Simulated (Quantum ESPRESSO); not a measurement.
# Voltage at the next charge: Au(100), 5 layers against an electrode

How the rows were computed: Quantum ESPRESSO 7.5, PBE, GBRV ultrasoft; ESM with bc3, a metal electrode 6.89 Å above the top atoms; cell area 8.323 Å²; ions fixed. V is the potential energy of an electron at the electrode over the slab's Fermi level, divided by e, so that it equals the work function at zero charge; positive charge removes electrons.

```
charge (e a cell)  V (V)
                0  5.100
           0.0125  6.583
            0.025  8.079
```

**Question.** What is V at a charge of 0.0499 e, and what capacitance do the rows imply?

**Fit.** The last two rows give dV/dq = (8.079 − 6.583)/(0.025 − 0.0125) = 119.7 V/e, so C = 1602/(8.323 × 119.7) = 1.61 µF/cm², an effective gap of 8.854/1.61 = 5.50 Å. At constant C, V = 8.079 + 119.7 × 0.0249 = 11.06 V.

**The withheld run.** V = 11.084 V; the estimate misses by −0.03 V, 0.8 % of the step. Over the three intervals C goes 1.62, 1.61 and 1.59 µF/cm².

Caveats: Vacuum fills the gap; a dielectric or electrolyte would change C. The slab is thin.

[Logs are printed without paths, hosts, clocks, repeated set-up lines and the standing remarks that a program may print on its own settings, such as how far it seeks lower states.]
